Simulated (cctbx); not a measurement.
**A crystallographic session in cctbx: ScMn2Ni2Ge**

Library: cctbx 2025.11. The data are simulated by the first script.

## 1. Simulate the data

run.py:

```python
from cctbx import adptbx, crystal, miller, sgtbx, xray
from cctbx.array_family import flex
from iotbx.shelx import hklf
from scitbx import matrix
import scitbx.random

cs = crystal.symmetry(unit_cell=(5.043, 8.144, 4.071, 90, 90, 90), space_group_symbol='Hall: -C 2 2')  # Cmmm
atoms = [  # label, site, U (iso, or U11 U22 U33 U12 U13 U23 in A^2), occupancy
    ("Ge1", (0.5, 0, 0.5), 0.0067, 1),
    ("Ni1", (0.25, 0.25, 0.5), 0.0079, 1),
    ("Mn1", (0.5, 0.8326, 0), 0.0081, 1),
    ("Sc1", (0, 0, 0), 0.0079, 1),
]
xs = xray.structure(crystal_symmetry=cs)
for label, site, u, occ in atoms:
    u = adptbx.u_cif_as_u_star(cs.unit_cell(), u) if isinstance(u, tuple) else u
    xs.add_scatterer(xray.scatterer(label, site=site, u=u, occupancy=occ))
xs.set_inelastic_form_factors(0.71073, "sasaki")
xs.show_summary()
p1 = xs.expand_to_p1()
ms = miller.build_set(p1, anomalous_flag=True, d_min=0.75)
flex.set_random_seed(380378)
scitbx.random.set_random_seed(380378)
ms = ms.select(flex.random_double(ms.size()) < 0.7)
i = ms.structure_factors_from_scatterers(p1, algorithm="direct").f_calc().as_intensity_array().data()
i = i * 5000 / flex.max(i)
sig = flex.sqrt(i + flex.pow2(0.015 * i) + 4 ** 2)
noise = scitbx.random.variate(scitbx.random.normal_distribution())(i.size())
data = ms.array(data=i + sig * noise, sigmas=sig).set_observation_type_xray_intensity()
with open("data.hkl", "w") as f:
    data.export_as_shelx_hklf(f)
print("reflections written:", data.size(), " <I/sigma> = %.1f" % flex.mean(data.data() / data.sigmas()))
for h, a, b in list(data.sort("data"))[:12]:
    print("%4d%4d%4d %9.1f %7.1f" % (h + (a, b)))
```

```console
$ python run.py
```

```text
Number of scatterers: 4
At special positions: 4
Unit cell: (5.043, 8.144, 4.071, 90, 90, 90)
Space group: C m m m (No. 65)
reflections written: 1187  <I/sigma> = 6.7
   0   0  -2    4902.5   103.2
  -4   0   0    2682.8    64.7
   4   0   0    2547.0    64.7
   2   6   0    2425.2    60.5
   2  -6   0    2330.0    60.5
  -1  -3  -1    2163.1    55.2
   1   3  -1    2101.2    55.2
  -1  -3   1    2084.4    55.2
  -1   3   1    2063.7    55.2
   1  -3  -1    2046.4    55.2
  -1   3  -1    2035.8    55.2
  -4   0  -2    2003.7    52.4
```

Run time: 0.27 s on 1 thread of Arm Neoverse V2, with other jobs on the host, peak memory 0.07 GiB.

## 2. Symmetry

run.py:

```python
from cctbx import crystal, sgtbx, statistics
from cctbx.array_family import flex
from iotbx.shelx import hklf

p1 = crystal.symmetry(unit_cell=(5.043, 8.144, 4.071, 90, 90, 90), space_group_symbol="P 1")
raw = hklf.reader(file_name="data.hkl").as_miller_arrays(crystal_symmetry=p1, anomalous=True)[0]
print(raw.size(), "reflections to d = %.3f A" % raw.d_min())
isig = raw.data() / raw.sigmas()
print("centring   violations  <I/sigma> of those")
best = "P"
for c in "ABCIRF":
    a = raw.customized_copy(space_group_info=sgtbx.space_group_info("Hall: %s 1" % c)).sys_absent_flags().data()
    m = flex.mean(isig.select(a))
    print("%5s %10d of %5d %8.1f" % (c, (isig.select(a) > 4).count(True), a.count(True), m))
    if (isig.select(a) > 4).count(True) < 0.01 * a.count(True):
        best = c
raw = raw.select(~raw.customized_copy(space_group_info=sgtbx.space_group_info("Hall: %s 1" % best)).sys_absent_flags().data())
isig = raw.data() / raw.sigmas()
rows = []
for s in sgtbx.space_group_symbol_iterator():
    g = sgtbx.space_group(s)
    if g.conventional_centring_type_symbol() != best or not g.is_compatible_unit_cell(p1.unit_cell(), 1e-3, 0.02):
        continue
    rows.append((s, g))
print("Laue class    unique    Rint  (classes that these axes allow; Friedel mates merged)")
rint = {}
for s, g in rows:
    laue = g.build_derived_patterson_group()
    key = laue.type().hall_symbol()
    if key not in rint:
        m = raw.customized_copy(space_group_info=laue.info(), anomalous_flag=False).merge_equivalents()
        rint[key] = m.r_int()
        print("%-14s %6d %7.3f" % (laue.type().lookup_symbol(), m.array().size(), m.r_int()))
floor = min(rint.values())
good = [(s, g) for s, g in rows if rint[g.build_derived_patterson_group().type().hall_symbol()] < 2 * floor + 0.03]
top = max(g.build_derived_patterson_group().order_z() for s, g in good)
print("space group    extra absences  I>4sigma  <I/sigma>")
for s, g in good:
    laue = g.build_derived_patterson_group()
    if laue.order_z() != top:
        continue
    a = raw.customized_copy(space_group_info=g.info()).sys_absent_flags().data()
    a &= ~raw.customized_copy(space_group_info=laue.info()).sys_absent_flags().data()
    bad = (isig.select(a) > 4).count(True)
    if bad <= 0.03 * a.count(True):
        print("%-16s %8d %10d %9s  %s" % (s.universal_hermann_mauguin(), a.count(True), bad, "%.1f" % flex.mean(isig.select(a)) if a.count(True) else "-", "centric" if g.is_centric() else "acentric"))
laue = max(good, key=lambda t: t[1].build_derived_patterson_group().order_z())[1].build_derived_patterson_group()
f = raw.customized_copy(space_group_info=laue.info(), anomalous_flag=False).merge_equivalents().array().eliminate_sys_absent().f_sq_as_f()
f.set_observation_type_xray_amplitude()
bins = max(3, min(8, f.size() // 12))
f.setup_binner(n_bins=bins)
w = statistics.wilson_plot(f, {e: n / laue.order_z() for e, n in {'Ge': 2.0, 'Ni': 4.0, 'Mn': 4.0, 'Sc': 2.0}.items()}, e_statistics=True)
print("Wilson B = %.2f A^2   <|E^2-1|> = %.3f (0.968 centric, 0.736 acentric)   E^2>4: %.1f %%" % (w.wilson_b, w.mean_e_sq_minus_1, w.percent_e_sq_gt_2))
print("shell (A)         n   <I/sigma>")
m = raw.customized_copy(space_group_info=laue.info(), anomalous_flag=False).merge_equivalents().array().eliminate_sys_absent()
for b in m.setup_binner(n_bins=bins).range_used():
    sel = m.binner().selection(b)
    print("%5.2f - %4.2f %6d %8.1f" % (min(m.binner().bin_d_range(b)[0] if m.binner().bin_d_range(b)[0] > 0 else 99, 99), m.binner().bin_d_range(b)[1], sel.count(True), flex.mean((m.data() / m.sigmas()).select(sel))))
```

```console
$ python run.py
```

```text
1187 reflections to d = 0.752 A
centring   violations  <I/sigma> of those
    A        260 of   595      5.7
    B        260 of   586      5.8
    C          0 of   575     -0.0
    I        272 of   604      7.0
    R        365 of   784      6.8
    F        260 of   878      3.9
Laue class    unique    Rint  (classes that these axes allow; Friedel mates merged)
C 1 2/m 1         226   0.033
C 2/m 1 1         232   0.034
C m m m           142   0.036
space group    extra absences  I>4sigma  <I/sigma>
C 2 2 2                 0          0         -  acentric
C m m 2                 0          0         -  acentric
C 2 m m                 0          0         -  acentric
C m 2 m                 0          0         -  acentric
C m m m                 0          0         -  centric
Wilson B = 0.47 A^2   <|E^2-1|> = 0.848 (0.968 centric, 0.736 acentric)   E^2>4: 1.4 %
shell (A)         n   <I/sigma>
 4.29 - 1.49     22     31.3
 1.49 - 1.19     19     28.1
 1.19 - 1.05     14     27.4
 1.05 - 0.95     17     26.9
 0.95 - 0.88     19     21.2
 0.88 - 0.83     12     18.7
 0.83 - 0.79     17     17.4
 0.79 - 0.76     22     24.4
```

Time: 0.27 s.

## 3. Charge flipping

run.py:

```python
import itertools
from cctbx import crystal, maptbx
from cctbx.array_family import flex
from iotbx.shelx import hklf
from smtbx.ab_initio import charge_flipping as cf

cs = crystal.symmetry(unit_cell=(5.043, 8.144, 4.071, 90, 90, 90), space_group_symbol='Hall: -C 2 2')  # Cmmm
raw = hklf.reader(file_name="data.hkl").as_miller_arrays(crystal_symmetry=cs, anomalous=True)[0]
merged = raw.eliminate_sys_absent().merge_equivalents()
fo2 = merged.array().set_observation_type_xray_intensity()
f = fo2.average_bijvoet_mates().f_sq_as_f().resolution_filter(d_min=0.75)
p1 = f.expand_to_p1()
p1.setup_binner_counting_sorted(reflections_per_bin=max(40, p1.size() // 12))
work = p1.array(data=p1.data() / p1.amplitude_quasi_normalisations().data())
flex.set_random_seed(63529)
it = cf.weak_reflection_improved_iterator(delta=None, weak_reflection_fraction=0.2)
it.start(work, phases=flex.random_double(p1.size()) * 6.2832, f_000=0)
it.delta = 1.2 * it.rho_map.sigma()
print("cycle      R  skewness")
for n, st in enumerate(itertools.islice(it, 200)):
    if n % 16 == 0:
        print("%5d %6.3f %8.2f" % (n, st.r1_factor(), st.rho_map.skewness()))
rho = p1.phase_transfer(it.f_calc).fft_map().apply_volume_scaling()
polish = cf.low_density_elimination_iterator(constant_rho_c=rho.sigma())
polish.start(f_obs=p1, phases=it.f_calc, f_000=0)
for _ in range(8):
    next(polish)
print("origin shift          correlation  skewness")
maps = []
for fc, shift, cc in itertools.islice(cf.f_calc_symmetrisations(f, polish.f_calc, 0), 4):
    m = f.phase_transfer(fc).fft_map(symmetry_flags=maptbx.use_space_group_symmetry, resolution_factor=0.25).apply_sigma_scaling()
    maps.append((m.skewness(), cc, m))
    print("%6.3f %6.3f %6.3f %10.3f %9.2f" % (tuple(shift) + (cc, m.skewness())))
skew, cc, m = max((t for t in maps if t[1] > maps[0][1] - 0.04), key=lambda t: t[0])
print("taken: symmetry correlation %.3f, skewness %.2f" % (cc, skew))
peaks = m.peak_search(parameters=maptbx.peak_search_parameters(min_distance_sym_equiv=0.9, max_clusters=9)).all()
sps = cs.special_position_settings(min_distance_sym_equiv=0.5)
print("peak      x       y       z  mult  height/sigma")
for k, (x, h) in enumerate(zip(peaks.sites(), peaks.heights())):
    ss = sps.site_symmetry(x)
    print("Q%-3d %7.4f %7.4f %7.4f %4d %8.1f" % ((k + 1,) + tuple(t % 1 for t in ss.exact_site()) + (ss.multiplicity(), h)))
```

```console
$ python run.py
```

```text
cycle      R  skewness
    0  0.494     0.30
   16  0.349     2.38
   32  0.363     2.38
   48  0.328     2.34
   64  0.307     2.39
   80  0.349     2.41
   96  0.328     2.36
  112  0.341     2.51
  128  0.323     2.34
  144  0.333     2.42
  160  0.345     2.41
  176  0.336     2.31
  192  0.321     2.39
origin shift          correlation  skewness
 0.333  0.103  0.371      0.934      6.01
 0.372  0.327  0.362      0.931      3.69
 0.331  0.276  0.373      0.880      2.59
 0.333  0.103  0.371      0.934      6.01
taken: symmetry correlation 0.934, skewness 6.01
peak      x       y       z  mult  height/sigma
Q1    0.0000  0.5000  0.0000    2     18.6
Q2    0.2500  0.2500  0.0000    4      7.0
Q3    0.0000  0.3275  0.5000    4      5.0
Q4    0.0000  0.0000  0.5000    2      4.6
Q5    0.0000  0.0000  0.0000    2      3.3
Q6    0.2449  0.0699  0.5000    8      2.0
Q7    0.0000  0.3927  0.1471    8      1.9
Q8    0.0000  0.1571  0.0000    4      1.7
Q9    0.2500  0.2500  0.5000    4      1.3
```

Time: 0.32 s.

## 4. Refinement (model from the peaks)

run.py:

```python
import math
from cctbx import adptbx, crystal, maptbx, sgtbx, xray
from cctbx.array_family import flex
from cctbx.xray import observations
from iotbx.shelx import hklf
from scitbx.lstbx import normal_eqns_solving
from smtbx import absolute_structure, utils
from smtbx.refinement import constraints, least_squares

cs = crystal.symmetry(unit_cell=(5.043, 8.144, 4.071, 90, 90, 90), space_group_symbol='Hall: -C 2 2')  # Cmmm
atoms = [  # label, site, U (iso, or U11 U22 U33 U12 U13 U23 in A^2), occupancy
    ("Ge1", (0, 0.5, 0), 0.0200, 1),
    ("Ni1", (0.25, 0.25, 0), 0.0200, 1),
    ("Mn1", (0, 0.3275, 0.5), 0.0200, 1),
    ("Sc1", (0, 0, 0.5), 0.0200, 1),
]
xs = xray.structure(crystal_symmetry=cs)
for label, site, u, occ in atoms:
    u = adptbx.u_cif_as_u_star(cs.unit_cell(), u) if isinstance(u, tuple) else u
    xs.add_scatterer(xray.scatterer(label, site=site, u=u, occupancy=occ))
xs.set_inelastic_form_factors(0.71073, "sasaki")
raw = hklf.reader(file_name="data.hkl").as_miller_arrays(crystal_symmetry=cs, anomalous=True)[0]
merged = raw.eliminate_sys_absent().merge_equivalents()
fo2 = merged.array().set_observation_type_xray_intensity()
print("Rint %.3f, %d unique reflections to %.2f A" % (merged.r_int(), fo2.size(), fo2.d_min()))
for sc in xs.scatterers():
    sc.flags.set_grad_site(True)
    sc.flags.set_grad_u_aniso(sc.flags.use_u_aniso())
    sc.flags.set_grad_u_iso(sc.flags.use_u_iso())
obs = fo2.as_xray_observations()
extra = {}
rep = constraints.reparametrisation(xs, [], utils.connectivity_table(xs), **extra)
ls = least_squares.crystallographic_ls(obs, rep, weighting_scheme=least_squares.mainstream_shelx_weighting(a=0, b=0))
print("cycle     R1     wR2    GooF  max shift (A)")
for cycle in range(6):
    ls.build_up()
    r1, wr2, goof = ls.r1_factor(cutoff_factor=2)[0], ls.wR2(), ls.goof()
    old = xs.sites_cart()
    normal_eqns_solving.levenberg_marquardt_iterations(ls, n_max_iterations=3, tau=0.0001, step_threshold=1e-7)
    big = flex.max((xs.sites_cart() - old).norms())
    print("%4d %7.4f %7.4f %7.3f %9.5f" % (cycle + 1, r1, wr2, goof, big))
    ls.build_up(objective_only=True)
    if abs(ls.wR2() - wr2) < 5e-5 and big < 5e-4:
        break
ls.build_up()
print("final R1 %.4f wR2 %.4f GooF %.3f  parameters %d  data/parameter %.1f" % (ls.r1_factor(cutoff_factor=2)[0], ls.wR2(), ls.goof(), ls.n_parameters, fo2.size() / ls.n_parameters))
cov = ls.covariance_matrix_and_annotations()
su = dict(zip(cov.annotations, (math.sqrt(max(v, 0)) for v in cov.matrix.matrix_packed_u_diagonal())))
a2 = cs.unit_cell().reciprocal_parameters()[0] ** -2
print("atom        x        y        z      Ueq    occ   su(xyz)  su(Uiso or U11)")
for sc in xs.scatterers():
    s = max(su.get(sc.label + k, 0) for k in (".x", ".y", ".z"))
    npd = "" if sc.is_positive_definite_u(cs.unit_cell()) else "  NPD"
    print("%-5s %8.5f %8.5f %8.5f %8.4f %6.3f %8.5f %7.4f%s" % ((sc.label,) + sc.site + (sc.u_iso_or_equiv(cs.unit_cell()), sc.occupancy, s, su.get(sc.label + ".uiso", su.get(sc.label + ".u11", 0) * a2), npd)))
fo = fo2.f_sq_as_f()
fc = fo.structure_factors_from_scatterers(xs, algorithm="direct").f_calc()
diff = fo.f_obs_minus_f_calc(1 / math.sqrt(ls.scale_factor()), fc).average_bijvoet_mates()
m = diff.fft_map(symmetry_flags=maptbx.use_space_group_symmetry, resolution_factor=0.25).apply_volume_scaling()
print("difference map: max %.2f min %.2f rms %.2f" % (m.statistics().max(), m.statistics().min(), m.statistics().sigma()))
peaks = m.peak_search(parameters=maptbx.peak_search_parameters(min_distance_sym_equiv=0.6, max_clusters=5)).all()
near = xs.closest_distances(peaks.sites(), distance_cutoff=4)
sps = cs.special_position_settings(min_distance_sym_equiv=0.5)
for k, (x, h) in enumerate(zip(peaks.sites(), peaks.heights())):
    ss = sps.site_symmetry(x)
    print("Q%-3d %7.4f %7.4f %7.4f %4d %7.2f  %.2f A from %s" % ((k + 1,) + tuple(t % 1 for t in ss.exact_site()) + (ss.multiplicity(), h, near.smallest_distances[k], xs.scatterers()[near.i_seqs[k]].label)))
```

```console
$ python run.py
```

```text
Rint 0.036, 142 unique reflections to 0.76 A
cycle     R1     wR2    GooF  max shift (A)
   1  0.1297  0.2696   8.351   0.04136
   2  0.0144  0.0285   0.881   0.00000
final R1 0.0144 wR2 0.0285 GooF 0.881  parameters 5  data/parameter 28.4
atom        x        y        z      Ueq    occ   su(xyz)  su(Uiso or U11)
Ge1    0.00000  0.50000  0.00000   0.0065  1.000  0.00000  0.0002
Ni1    0.25000  0.25000  0.00000   0.0079  1.000  0.00000  0.0001
Mn1    0.00000  0.33258  0.50000   0.0081  1.000  0.00009  0.0002
Sc1    0.00000  0.00000  0.50000   0.0080  1.000  0.00000  0.0002
difference map: max 0.50 min -0.73 rms 0.16
Q1    0.0932  0.0000  0.2061    8    0.50  1.29 A from Sc1
Q2    0.0000  0.0642  0.3942    8    0.48  0.68 A from Sc1
Q3    0.1260  0.0000  0.0000    4    0.46  1.89 A from Ge1
Q4    0.0000  0.1507  0.0989    8    0.45  1.55 A from Ni1
Q5    0.1832  0.2170  0.3519   16    0.40  1.45 A from Mn1
```

Time: 0.4 s.

## 5. Refinement (anisotropic displacement)

run.py, as its changes from the last script of this kind:

```diff
@@ -12,4 +12,4 @@
-    ("Ge1", (0, 0.5, 0), 0.0200, 1),
-    ("Ni1", (0.25, 0.25, 0), 0.0200, 1),
-    ("Mn1", (0, 0.3275, 0.5), 0.0200, 1),
-    ("Sc1", (0, 0, 0.5), 0.0200, 1),
+    ("Ge1", (0, 0.5, 0), 0.0065, 1),
+    ("Ni1", (0.25, 0.25, 0), 0.0079, 1),
+    ("Mn1", (0, 0.33258, 0.5), 0.0081, 1),
+    ("Sc1", (0, 0, 0.5), 0.0080, 1),
@@ -21,0 +22 @@
+xs.convert_to_anisotropic()
@@ -35 +36 @@
-for cycle in range(6):
+for cycle in range(8):
@@ -39 +40 @@
-    normal_eqns_solving.levenberg_marquardt_iterations(ls, n_max_iterations=3, tau=0.0001, step_threshold=1e-7)
+    normal_eqns_solving.levenberg_marquardt_iterations(ls, n_max_iterations=3, tau=1e-06, step_threshold=1e-7)
@@ -60 +61 @@
-peaks = m.peak_search(parameters=maptbx.peak_search_parameters(min_distance_sym_equiv=0.6, max_clusters=5)).all()
+peaks = m.peak_search(parameters=maptbx.peak_search_parameters(min_distance_sym_equiv=0.6, max_clusters=6)).all()
```

```console
$ python run.py
```

```text
Rint 0.036, 142 unique reflections to 0.76 A
cycle     R1     wR2    GooF  max shift (A)
   1  0.0144  0.0285   0.912   0.00003
   2  0.0139  0.0274   0.877   0.00000
final R1 0.0139 wR2 0.0274 GooF 0.877  parameters 14  data/parameter 10.1
atom        x        y        z      Ueq    occ   su(xyz)  su(Uiso or U11)
Ge1    0.00000  0.50000  0.00000   0.0064  1.000  0.00000  0.0003
Ni1    0.25000  0.25000  0.00000   0.0078  1.000  0.00000  0.0003
Mn1    0.00000  0.33258  0.50000   0.0081  1.000  0.00009  0.0003
Sc1    0.00000  0.00000  0.50000   0.0080  1.000  0.00000  0.0006
difference map: max 0.49 min -0.73 rms 0.15
Q1    0.0763  0.0000  0.2027    8    0.50  1.27 A from Sc1
Q2    0.0000  0.0603  0.3992    8    0.49  0.64 A from Sc1
Q3    0.1226  0.0000  0.0000    4    0.46  1.90 A from Ge1
Q4    0.0000  0.3692  0.0000    4    0.45  1.07 A from Ge1
Q5    0.0000  0.1460  0.1070    8    0.44  1.58 A from Ni1
Q6    0.1712  0.2244  0.3646   16    0.40  1.35 A from Mn1
```

It took 0.39 s on 1 thread of Arm Neoverse V2 (shared host), peak memory 0.09 GiB.

[Logs are printed without paths, hosts, clocks, repeated set-up lines and the standing remarks that a program may print on its own settings, such as how far it seeks lower states.]
